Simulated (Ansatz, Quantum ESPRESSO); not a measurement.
# BN (F-43m): phonons by linear response, part 2 of 2

How does BN (F-43m) vibrate, and is this structure a minimum?

Quantum ESPRESSO 7.5; DFT PBE, scalar-relativistic, plane waves, GBRV ultrasoft pseudopotentials.

So far. Step 12 (The LO-TO splitting (1 0 0)): The field moves one mode, from 1027 to 1264 cm⁻¹; the others stay. Step 14 (A changed mass): The top of the path falls from 1264 to 1071 cm⁻¹, a ratio of 0.85; a mode of that atom alone would give 0.71.

### Step 15. Cross-check with Ansatz

The same cell goes through another code, with its own cutoff. The potentials differ. Its k mesh is centred on Γ.

This step: DFT PBE, scalar-relativistic, plane waves, PseudoDojo norm-conserving pseudopotentials (Ansatz 0.2.0).

input.yaml

```yaml
crystal:
  lattice:
    - [-1.8117354644, 0.0, 1.8117354644]
    - [0.0, 1.8117354644, 1.8117354644]
    - [-1.8117354644, 1.8117354644, 0.0]
  atoms:
    - { symbol: B, position: [0.0, 0.0, 0.0] }
    - { symbol: "N", position: [0.75, 0.75, 0.75] }
kpoints:
  mp_grid: { grid: [12, 12, 12] }
hamiltonian:
  xc: pbe
  pseudopotentials: { kind: nc, accuracy: standard }
scf:
  occupations: { method: fixed }
output:
  eigenvalues: true
phonons:
  method: dfpt
  dielectric: true
  rigid_motions: translations
  qmesh: [4, 4, 4]
  temperatures: { t_max: 1000, t_step: 50 }
  qpath:
    path:
      - [[0.0, 0.0, 0.0], [0.0, 0.5, 0.5], [0.0, 0.625, 0.375]]
      - [[-0.375, 0.375, 0.0], [0.0, 0.0, 0.0], [0.0, 0.5, 0.0], [-0.25, 0.5, 0.25], [0.0, 0.5, 0.5]]
    npoints: 12
```

Run with:

```
$ ansatz run input.yaml --threads 4 --pin off --max-ram 8192MiB --backend cpu --events-out ev --progress --plain --runs-dir out
```

The job ended after 70 s (4 threads of Arm Neoverse V2, shared host; peak memory 1.6 GiB).

Numbers from this step:

| Quantity | Value |
| --- | --- |
| gap on the k-mesh | 4.525 eV |
| sum-rule residual before enforcement | 1.95e-4 eV/Å² |
| miss of the charge sum rule | 1.64e-6 e |
| mean frequency | 840.1 cm⁻¹ |
| Debye temperature (second moment) | 1617 K |
| logarithmic mean frequency | 801.6 cm⁻¹ |
| highest optical zone-centre mode (no LO-TO term) | 1029 cm⁻¹ |
| lowest optical zone-centre mode | 1029 cm⁻¹ |
| mean high-frequency dielectric constant | 4.550 |
| largest Born charge in size (third of the trace) | 1.910 e |
| mean static dielectric constant | 6.886 |
| highest mode moved by the LO-TO term | 1266 cm⁻¹ |
| lowest mode on the q mesh (acoustic ones at the zone centre apart) | 350.4 cm⁻¹ |
| zero-point energy per atom | 156.2 meV |

Transverse modes. Infrared lines, with heights relative to the strongest:

```
position (cm⁻¹)  label  IR intensity ((D/Å)²/amu), degenerate modes summed, relative
           1029     T2                                                           100
```

### Step 16. Side by side: QE GBRV and Ansatz, PseudoDojo

Numbers from this step:

| Quantity | Value |
| --- | --- |
| root-mean-square difference | 1.7 cm⁻¹ |
| largest difference | 3.26 cm⁻¹ |
| root-mean-square difference on the path | 2.1 cm⁻¹ |
| largest difference on the path | 3.7 cm⁻¹ |

The 12 of 48 modes that differ most. Frequencies side by side:

```
q (reciprocal lattice)  mode  QE GBRV (cm⁻¹)  Ansatz, PseudoDojo (cm⁻¹)
                 0 0 0     1           26.32                          0
                 0 0 0     2           26.32                          0
                 0 0 0     3           26.32                          0
           0 0.25 0.25     4             977                      979.4
           0 0.25 0.25     5             977                      979.4
           0 0.25 -0.5     4           928.8                      931.5
           0 0.25 -0.5     5           970.7                      973.3
          0 0.25 -0.25     4           943.4                      945.9
           0 -0.5 -0.5     3           885.9                      889.1
           0 -0.5 -0.5     4           885.9                      889.1
       0.25 -0.5 -0.25     4           950.2                      952.8
       0.25 -0.5 -0.25     6             988                      990.6
```

The two runs side by side. Further quantities:

```
                                                                               quantity  QE GBRV  Ansatz, PseudoDojo
                                                                                mean ε∞    4.606                4.55
largest Born charge in size (e; the first before, the second after the charge sum rule)    1.919                1.91
```

At the solved wavevectors the largest difference (acoustic modes at Γ apart) is 0.3 % of the highest mode.

### Step 17. What came out

```yaml
space_group_after_relaxation: F-43m
volume_per_atom: 5.95 Å³
gap_on_the_k_mesh: 4.47 eV
highest_optical_zone_centre_mode_no_lo_to_term: 1027 cm⁻¹
highest_mode_moved_by_the_lo_to_term: 1264 cm⁻¹
mean_high_frequency_dielectric_constant: 4.61
largest_born_charge_in_size_third_of_the_trace: 1.92 e
mean_static_dielectric_constant: 6.97
q_mesh: 4×4×4
lowest_mode_on_the_q_mesh_acoustic_ones_at_the_zone_centre_apart: 350.8 cm⁻¹
zero_point_energy_per_atom: 155.9 meV
heat_capacity_at_300_k: 8.28 J/(mol atoms K)
vibrational_entropy_at_300_k: 3.48 J/(mol atoms K)
imaginary_modes_on_the_q_mesh: none
largest_difference_from_ansatz_pseudodojo: 3.26 cm⁻¹
```

What this shows: BN (F-43m) is dynamically stable on the 4×4×4 mesh; its spectrum reaches 1264 cm⁻¹. At the PBE level the optical modes of BN (F-43m) at the zone centre (no LO-TO term) lie at 1027 cm⁻¹. Along the directions run, the highest mode that the macroscopic field moves lies at 1264 cm⁻¹. Lattice motion raises the mean dielectric constant from 4.606 to 6.970. Before the sum rule the acoustic modes at Γ stand as far as 26 cm⁻¹ from zero, an error of the finite basis and grid. The Lyddane-Sachs-Teller relation holds: (ωLO/ωTO)² is 1.51 and ε₀/ε∞ is 1.51. QE GBRV and Ansatz, PseudoDojo differ by 1.7 cm⁻¹ in the root mean square and by 3.3 cm⁻¹ at most, 0.3 % of the highest mode compared (acoustic modes at Γ left out; ph.x's values are those before the sum rule); the two use different potentials, and the cell was not relaxed for the second set. These are harmonic frequencies at zero temperature: anharmonic shifts and linewidths and thermal expansion are left out. The structure comes from a database and need not be the phase that is stable at ambient conditions.

Comparison with the measured values:

```
                             quantity  measured  PBE GBRV ultrasoft, Quantum ESPRESSO  PBE PseudoDojo norm-conserving
               lattice constant a (Å)    3.6152                        3.623 (+0.2 %)                               -
Raman mode, TO phonon at Gamma (cm⁻¹)      1056                         1027 (-2.7 %)                   1029 (-2.5 %)
```

Measured values from arxiv:cond-mat/0702656 (2007) and arxiv:1812.11146 (2018).

Verdict: The lattice constant a is off by +0.2 %: good agreement. The Raman mode is off by -2.7 % at PBE GBRV ultrasoft, Quantum ESPRESSO: good agreement. The grades are ours: good and fair within 0.7 and 1.5 % for the lattice constant a and 3 and 7 % for the Raman mode. For lattice constants and Raman mode the calculation has a static lattice, without zero-point motion or thermal expansion (measured at up to 295 K).

[Host names and launcher messages were left out of these logs when they were recorded.]

[Logs are printed without paths, hosts, clocks, repeated set-up lines and the standing remarks that a program may print on its own settings, such as how far it seeks lower states.]

[Hosts, paths, dates, database ids (printed as entryN), source tags and the programs' standing remarks are cut or masked in the printed files.]
